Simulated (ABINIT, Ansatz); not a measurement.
# CaHClO (P6_3mc): G0W0 on several meshes in ABINIT

How does the mesh move the gap of CaHClO (P6_3mc)?

Method: LDA and many-body steps on it, plane waves, in ABINIT 10.8.3.

## 1. The structure

The structure is hexagonal, space group P6_3mc (No. 186). Conventional cell: a = 3.870 Å, b = 3.870 Å, c = 9.810 Å, α = 90.00°, β = 90.00°, γ = 120.00°. Nearest to Ca lie 3 O at 2.33 Å and 3 H at 2.77 Å and 4 Cl at 2.87 to 3.11 Å. H has 1 O at 0.97 Å nearest. Nearest to Cl lie 3 H at 2.67 Å and 4 Ca at 2.87 to 3.11 Å. Nearest to O lie 1 H at 0.97 Å and 3 Ca at 2.33 Å. Farther neighbours and most contacts between anions are not listed.

The cell and positions are those that the Materials Project relaxed with its own functionals (PBE, PBE+U or r2SCAN), kept fixed.

## 2. Empty states on the mesh, 3×3×2 mesh, 443 bands

This step: ABINIT 10.8.3; DFT, LDA, plane waves, norm-conserving pseudopotentials.

The sums over transitions need many empty states on a uniform mesh; this step solves for them.

run.abi

```
acell 3*1.0 Angstrom
rprim 
  3.869837503795 0.000000000001 0.000000000000
  -1.934918751899 3.351377586804 0.000000000000
  0.000000000000 0.000000000000 9.809829070000
ntypat 4
znucl 20 1 17 8
natom 8
typat 1 1 2 2 3 3 4 4
xred 
  0.333333333333 0.666666666667 0.000072350000
  0.666666666667 0.333333333333 0.500072350000
  0.000000000000 0.000000000000 0.166937970000
  0.000000000000 0.000000000000 0.666937970000
  0.333333333333 0.666666666667 0.316666000000
  0.666666666667 0.333333333333 0.816666000000
  0.000000000000 0.000000000000 0.068122680000
  0.000000000000 0.000000000000 0.568122680000
pp_dirpath "pseudos"
pseudos "Ca.upf, H.upf, Cl.upf, O.upf"
ecut 36
ngkpt 3 3 2
nshiftk 1
shiftk 0 0 0
kptopt 1
chksymbreak 0
iscf -2
irdden 1
istwfk *1
nband 443
nbdbuf 40
tolwfr 1e-09
nstep 60
prtvol 0
indata_prefix "in"
outdata_prefix "out"
tmpdata_prefix "tmp"
```

The run is started by

```bash
OMP_NUM_THREADS=1 mpirun -n 4 abinit run.abi > log
```

Numbers of over 12 decimals in the logs are rounded to 6 here.

Log:

```text
.Version 10.8.3 of ABINIT. v10.8.2 released Aug 2026.

 Symmetries : space group P6_3 m c (#186); Bravais hP (primitive hexag.)
[... echo of the input left out ...]
== DATASET  1 ==================================================================
-   mpi_nproc: 4, omp_nthreads: 1 (-1 if OMP is not activated)

--- !DatasetInfo
iteration_state: {dtset: 1, }
dimensions: {natom: 8, nkpt: 6, mband: 443, nsppol: 1, nspinor: 1, nspden: 1, mpw: 8886, }
cutoff_energies: {ecut:  36.0, pawecutdg:  -1.0, }
[...]
4.26951    4.28605    4.29043    4.29186    4.30099    4.30099    4.32241    4.32242
   4.32839    4.35203    4.36250    4.36253    4.36933    4.36961    4.38509    4.38614
   4.39328    4.40925    4.43761
 prteigrs : prtvol=0 or 1, do not print more k-points.

== END DATASET(S) ==============================================================
================================================================================

 -outvars: echo values of variables after computation  --------
            nband         443
             nkpt           6
          spgroup         186
 [... the other variables as echoed above ...]

 Calculation completed.
```

Elapsed: 11 min, on 4 MPI ranks of Arm Neoverse V1, shared host; peak memory 0.79 GiB; 44 min of CPU time.

This step gave:

```
gap                                                           : 5.066 eV
k of the valence top                                          : 0, 0, 0
k of the conduction bottom                                    : 0, 0, 0
least direct gap                                              : 5.066 eV
k points computed                                             : 6
lowest point of the top converged band, above the valence top : 112.2755 eV
```

On this mesh the gap is 5.066 eV.

The density comes from a self-consistent run that is not shown.

## 3. Screening, 3×3×2 mesh, 178 bands, screening to 141.5 eV

The RPA dielectric matrix is built and inverted for each q.

This step: RPA screening on LDA, plane waves, norm-conserving pseudopotentials.

run.abi, as its differences from that of step 2:

```diff
@@ -26,10 +26,11 @@
 chksymbreak 0
-iscf -2
-irdden 1
 istwfk *1
-nband 443
-nbdbuf 40
-tolwfr 1e-09
-nstep 60
-prtvol 0
+occopt 1
+irdwfk 1
+optdriver 3
+nband 178
+ecuteps 5.2
+inclvkb 2
+awtr 1
+symchi 1
 indata_prefix "in"
```

Log:

```text
.Version 10.8.3 of ABINIT. v10.8.2 released Aug 2026.

 Symmetries : space group P6_3 m c (#186); Bravais hP (primitive hexag.)
[... echo of the input left out ...]
== DATASET  1 ==================================================================
-   mpi_nproc: 4, omp_nthreads: 1 (-1 if OMP is not activated)

--- !DatasetInfo
iteration_state: {dtset: 1, }
dimensions: {natom: 8, nkpt: 6, mband: 178, nsppol: 1, nspinor: 1, nspden: 1, mpw: 8886, }
cutoff_energies: {ecut:  36.0, pawecutdg:  -1.0, }
electrons: {nelect:   4.80000000E+01, charge:   0.00000000E+00, occopt:   1.00000000E+00, tsmear:   1.00000000E-02, }

 SCREENING: Calculation of the susceptibility and dielectric matrices

 Based on a program developped by R.W. Godby, V. Olevano, G. Onida, and L. Reining.
 Incorporated in ABINIT by V. Olevano, G.-M. Rignanese, and M. Torrent.
.Using double precision arithmetic ; gwpc =  8

[... cell and pseudopotentials left out ...]
--------------------------------------------------------------------------------

 ==== K-mesh for the wavefunctions ====
 Number of points in the irreducible wedge :     6
[... list of points left out ...]
 Together with 12 symmetry operations and time-reversal symmetry
 yields    18 points in the full Brillouin Zone.

 ==== Q-mesh for the screening function ====
 Number of points in the irreducible wedge :     6
[... list of points left out ...]
 Together with 12 symmetry operations and time-reversal symmetry
 yields    18 points in the full Brillouin Zone.

 setmesh: FFT mesh size selected  =    24x   24x   72
          total number of points  =        41472

 vcoul_init : cutoff-mode = AUXILIARY_FUNCTION
 q-points for optical limit:   1
     1)      0.000010    0.000020    0.000030

- screening: taking advantage of time-reversal symmetry
- Maximum band index for partially occupied states nbvw = 24
- Remaining bands to be divided among processors   nbcw = 154
- Number of bands treated by each node ~38

 Number of electrons calculated from density =   48.0000; Expected =   48.0000
 average of density, n =  0.055907
 r_s =    1.6224
 omega_plasma =   22.8081 [eV]

 calculating chi0 at frequencies [eV] :
  1    0.000000E+00    0.000000E+00
  2    0.000000E+00    2.280810E+01

--------------------------------------------------------------------------------
  q-point number  1        q = ( 0.000000, 0.000000, 0.000000) [r.l.u.]
--------------------------------------------------------------------------------
[... chi0 elements left out ...]
 For q-point:  0.000010 0.000020 0.000030
  dielectric constant =   2.9534
  dielectric constant without local fields =   3.3699

  Average fulfillment of the sum rule on Im[epsilon] for q-point    1 :     67.14  [%]
[... wings left out ...]
  q-point number  2        q = ( 0.333333, 0.000000, 0.000000) [r.l.u.]
--------------------------------------------------------------------------------
[... chi0 elements left out ...]
  Average fulfillment of the sum rule on Im[epsilon] for q-point    2 :     67.25  [%]

 [... 4 further q-points ...]
```

Wall time 2 min (4 MPI ranks); peak memory 1.8 GiB; 8 min of CPU time.

Numbers from this step:

```yaml
eps_infinity_with_local_fields_on_this_mesh_along_the_program_s_q_direction: 2.953
the_same_without_local_fields: 3.370
plasma_frequency: 22.81 eV
plane_waves_in_the_screening_matrix: 499
```

Local fields lower ε∞ by 12 %. On a Γ-centred mesh this coarse the value itself is usually too large, while a short band sum pulls it down.

## 4. 3×3×2

The self-energy is evaluated for the states that the input lists, and the levels follow from it, in one-shot runs by the linearised quasiparticle equation.

This step: G0W0 on LDA, plane waves, norm-conserving pseudopotentials.

run.abi, as its differences from that of step 3:

```diff
@@ -29,8 +29,15 @@
 irdwfk 1
-optdriver 3
+optdriver 4
 nband 178
+gwcalctyp 0
+ecutsigx 36
+symsigma 1
+nkptgw 1
+kptgw 
+  0.0000000000 0.0000000000 0.0000000000
+bdgw 
+  23 26
 ecuteps 5.2
-inclvkb 2
-awtr 1
-symchi 1
+irdscr 1
+ppmodel 1
 indata_prefix "in"
```

Log:

```text
.Version 10.8.3 of ABINIT. v10.8.2 released Aug 2026.

 Symmetries : space group P6_3 m c (#186); Bravais hP (primitive hexag.)
[... echo of the input left out ...]
== DATASET  1 ==================================================================
-   mpi_nproc: 4, omp_nthreads: 1 (-1 if OMP is not activated)

--- !DatasetInfo
iteration_state: {dtset: 1, }
dimensions: {natom: 8, nkpt: 6, mband: 178, nsppol: 1, nspinor: 1, nspden: 1, mpw: 8886, }
cutoff_energies: {ecut:  36.0, pawecutdg:  -1.0, }
electrons: {nelect:   4.80000000E+01, charge:   0.00000000E+00, occopt:   1.00000000E+00, tsmear:   1.00000000E-02, }

 SIGMA: Calculation of the GW corrections

 Based on a program developped by R.W. Godby, V. Olevano, G. Onida, and L. Reining.
 Incorporated in ABINIT by V. Olevano, G.-M. Rignanese, and M. Torrent.
.Using double precision arithmetic ; gwpc =  8

[... cell and pseudopotentials left out ...]
--------------------------------------------------------------------------------

 ==== K-mesh for the wavefunctions ====
 Number of points in the irreducible wedge :     6
[... list of points left out ...]
 Together with 12 symmetry operations and time-reversal symmetry
 yields    18 points in the full Brillouin Zone.

 ==== Q-mesh for screening function ====
 Number of points in the irreducible wedge :     6
[... list of points left out ...]
 Together with 12 symmetry operations and time-reversal symmetry
 yields    18 points in the full Brillouin Zone.

 vcoul_init : cutoff-mode = AUXILIARY_FUNCTION
 q-points for optical limit:   1
     1)      0.000010    0.000020    0.000030
 setmesh: FFT mesh size selected  =    36x   36x  108
          total number of points  =       139968

 Number of electrons calculated from density =   48.0000; Expected =   48.0000
 average of density, n =  0.055907
 r_s =    1.6224
 omega_plasma =   22.8081 [eV]

 === KS Band Gaps ===
  >>>> For spin  1
   Minimum direct gap =   5.0657 [eV], located at k-point      :   0.0000  0.0000  0.0000
   Fundamental gap    =   5.0657 [eV], Top of valence bands at :   0.0000  0.0000  0.0000
                                       Bottom of conduction at :   0.0000  0.0000  0.0000
 SIGMA fundamental parameters:
 PLASMON POLE MODEL  1
 number of plane-waves for SigmaX                 8847
 number of plane-waves for SigmaC and W            499
 number of plane-waves for wavefunctions          8847
 number of bands                                   178
 number of independent spin polarizations            1
 number of spinorial components                      1
 number of k-points in IBZ                           6
 number of q-points in IBZ                           6
 number of symmetry operations                      12
 number of k-points in BZ                           18
 number of q-points in BZ                           18
 number of frequencies for dSigma/dE                 9
 frequency step for dSigma/dE [eV]                0.25
 number of omega for Sigma on real axis              0
 max omega for Sigma on real axis  [eV]           0.00
 zcut for avoiding poles [eV]                     0.10

 EPSILON^-1 parameters (SCR file):
 dimension of the eps^-1 matrix on file            499
 dimension of the eps^-1 matrix used               499
 number of plane-waves for wavefunctions          8847
 number of bands                                   178
 number of q-points in IBZ                           6
 number of frequencies                               2
 number of real frequencies                          1
 number of imag frequencies                          1

 matrix elements of self-energy operator (all in [eV])

 Perturbative Calculation

--- !SelfEnergy_ee
iteration_state: {dtset: 1, }
kpoint     : [   0.000,    0.000,    0.000, ]
spin       : 1
KS_gap     :    5.066
QP_gap     :    7.658
Delta_QP_KS:    2.592
data: !SigmaeeData |
     Band     E0 <VxcDFT>   SigX SigC(E0)      Z dSigC/dE  Sig(E)    E-E0       E
       23   0.926 -15.754 -20.089   2.807   0.809  -0.237 -16.990  -1.236  -0.310
       24   0.926 -15.754 -20.089   2.807   0.809  -0.237 -16.990  -1.236  -0.310
       25   5.992  -9.638  -4.893  -3.168   0.859  -0.164  -8.282   1.356   7.348
       26   6.916 -10.917  -5.289  -3.319   0.854  -0.172  -8.946   1.971   8.888

== END DATASET(S) ==============================================================
================================================================================

 -outvars: echo values of variables after computation  --------
           etotal      0.0000000000E+00
            nband         178
             nkpt           6
          spgroup         186
 [... the other variables as echoed above ...]

 Calculation completed.
```

Elapsed: 18 s, on 4 MPI ranks; peak memory 1.4 GiB.

This step gave:

```
G0W0 gap on the points computed              : 7.658 eV
starting gap on the mesh                     : 5.066 eV
k of the valence top                         : 0, 0, 0
k of the conduction bottom                   : 0, 0, 0
Z at the valence top                         : 0.809
Z at the conduction bottom                   : 0.859
least direct G0W0 gap on the computed points : 7.658 eV
```

The gap on the mesh goes from 5.07 eV to 7.66 eV, a correction of +2.59 eV.

## 5. Empty states on the mesh, 3×3×1 mesh, 194 bands

This step: DFT, LDA, plane waves, norm-conserving pseudopotentials.

run.abi, as its differences from that of step 4:

```diff
@@ -21,3 +21,3 @@
 ecut 36
-ngkpt 3 3 2
+ngkpt 3 3 1
 nshiftk 1
@@ -26,18 +26,10 @@
 chksymbreak 0
+iscf -2
+irdden 1
 istwfk *1
-occopt 1
-irdwfk 1
-optdriver 4
-nband 178
-gwcalctyp 0
-ecutsigx 36
-symsigma 1
-nkptgw 1
-kptgw 
-  0.0000000000 0.0000000000 0.0000000000
-bdgw 
-  23 26
-ecuteps 5.2
-irdscr 1
-ppmodel 1
+nband 194
+nbdbuf 16
+tolwfr 1e-09
+nstep 60
+prtvol 0
 indata_prefix "in"
```

Log:

```text
.Version 10.8.3 of ABINIT. v10.8.2 released Aug 2026.

 Symmetries : space group P6_3 m c (#186); Bravais hP (primitive hexag.)
[... echo of the input left out ...]
== DATASET  1 ==================================================================
-   mpi_nproc: 4, omp_nthreads: 1 (-1 if OMP is not activated)
-    --> not optimal distribution: autoparal keyword recommended in input file <--

--- !DatasetInfo
iteration_state: {dtset: 1, }
dimensions: {natom: 8, nkpt: 3, mband: 194, nsppol: 1, nspinor: 1, nspden: 1, mpw: 8886, }
cutoff_energies: {ecut:  36.0, pawecutdg:  -1.0, }
[...]
2.20982    2.22678    2.23183    2.23553    2.23583    2.23583    2.25268    2.25442
   2.25442    2.26983    2.26983    2.28561    2.29882    2.30560    2.30560    2.30979
   2.30979    2.33714
 prteigrs : prtvol=0 or 1, do not print more k-points.

== END DATASET(S) ==============================================================
================================================================================

 -outvars: echo values of variables after computation  --------
            nband         194
             nkpt           3
          spgroup         186
 [... the other variables as echoed above ...]

 Calculation completed.
```

It took 87 s on 4 MPI ranks; peak memory 0.45 GiB; 5.8 min of CPU time.

This step gave:

| Property | Result |
| --- | --- |
| gap | 5.066 eV |
| k of the valence top | 0, 0, 0 |
| k of the conduction bottom | 0, 0, 0 |
| least direct gap | 5.066 eV |
| k points computed | 3 |
| lowest point of the top converged band, above the valence top | 59.6675 eV |

On this mesh the gap is 5.066 eV.

## 6. Screening, 3×3×1 mesh, 178 bands, screening to 141.5 eV

This step: RPA screening on LDA, plane waves, norm-conserving pseudopotentials.

run.abi, as its differences from that of step 5:

```diff
@@ -26,10 +26,11 @@
 chksymbreak 0
-iscf -2
-irdden 1
 istwfk *1
-nband 194
-nbdbuf 16
-tolwfr 1e-09
-nstep 60
-prtvol 0
+occopt 1
+irdwfk 1
+optdriver 3
+nband 178
+ecuteps 5.2
+inclvkb 2
+awtr 1
+symchi 1
 indata_prefix "in"
```

Log:

```text
.Version 10.8.3 of ABINIT. v10.8.2 released Aug 2026.

 Symmetries : space group P6_3 m c (#186); Bravais hP (primitive hexag.)
[... echo of the input left out ...]
== DATASET  1 ==================================================================
-   mpi_nproc: 4, omp_nthreads: 1 (-1 if OMP is not activated)

--- !DatasetInfo
iteration_state: {dtset: 1, }
dimensions: {natom: 8, nkpt: 3, mband: 178, nsppol: 1, nspinor: 1, nspden: 1, mpw: 8886, }
cutoff_energies: {ecut:  36.0, pawecutdg:  -1.0, }
electrons: {nelect:   4.80000000E+01, charge:   0.00000000E+00, occopt:   1.00000000E+00, tsmear:   1.00000000E-02, }

 SCREENING: Calculation of the susceptibility and dielectric matrices

 Based on a program developped by R.W. Godby, V. Olevano, G. Onida, and L. Reining.
 Incorporated in ABINIT by V. Olevano, G.-M. Rignanese, and M. Torrent.
.Using double precision arithmetic ; gwpc =  8

[... cell and pseudopotentials left out ...]
--------------------------------------------------------------------------------

 ==== K-mesh for the wavefunctions ====
 Number of points in the irreducible wedge :     3
[... list of points left out ...]
 Together with 12 symmetry operations and time-reversal symmetry
 yields     9 points in the full Brillouin Zone.

 ==== Q-mesh for the screening function ====
 Number of points in the irreducible wedge :     3
[... list of points left out ...]
 Together with 12 symmetry operations and time-reversal symmetry
 yields     9 points in the full Brillouin Zone.

 setmesh: FFT mesh size selected  =    24x   24x   72
          total number of points  =        41472

 vcoul_init : cutoff-mode = AUXILIARY_FUNCTION
 q-points for optical limit:   1
     1)      0.000010    0.000020    0.000030

- screening: taking advantage of time-reversal symmetry
- Maximum band index for partially occupied states nbvw = 24
- Remaining bands to be divided among processors   nbcw = 154
- Number of bands treated by each node ~38

 Number of electrons calculated from density =   48.0000; Expected =   48.0000
 average of density, n =  0.055907
 r_s =    1.6224
 omega_plasma =   22.8081 [eV]

 calculating chi0 at frequencies [eV] :
  1    0.000000E+00    0.000000E+00
  2    0.000000E+00    2.280810E+01

--------------------------------------------------------------------------------
  q-point number  1        q = ( 0.000000, 0.000000, 0.000000) [r.l.u.]
--------------------------------------------------------------------------------
[... chi0 elements left out ...]
 For q-point:  0.000010 0.000020 0.000030
  dielectric constant =   2.9776
  dielectric constant without local fields =   3.3942

  Average fulfillment of the sum rule on Im[epsilon] for q-point    1 :     67.14  [%]
[... wings left out ...]
  q-point number  2        q = ( 0.333333, 0.000000, 0.000000) [r.l.u.]
--------------------------------------------------------------------------------
[... chi0 elements left out ...]
  Average fulfillment of the sum rule on Im[epsilon] for q-point    2 :     67.25  [%]

 [... 1 further q-points ...]
```

Elapsed: 44 s, on 4 MPI ranks; peak memory 1.2 GiB; 3 min of CPU time.

Numbers from this step:

* ε∞ with local fields, on this mesh, along the program's q direction: 2.978
* the same without local fields: 3.394
* plasma frequency: 22.81 eV
* plane waves in the screening matrix: 499

(Continued in part 2 of 2.)

[Paths, hosts, dates, memory and timing lines, banners, echoed tables and standing remarks are left out of the program output.]

[Logs are printed without paths, hosts, clocks, repeated set-up lines and the standing remarks that a program may print on its own settings, such as how far it seeks lower states.]

[Runs of the session that timed out or met a known fault of the program may be left out.]

[No measured gap is set beside runs whose start may be inverted or whose files or cutoffs have a known fault.]

[Hosts, paths, dates, database ids (printed as entryN), source tags and the programs' standing remarks are cut or masked in the printed files.]

[G0W0 gaps are taken among the corrected bands and points alone; a level outside them can change the order at an edge.]

[Where Ansatz stands beside ABINIT at settings called matched, ABINIT's density can come from a denser mesh and the files from another edition; pairs whose starting gaps differed by over 0.03 eV were left out, so agreement reads better than it is.]
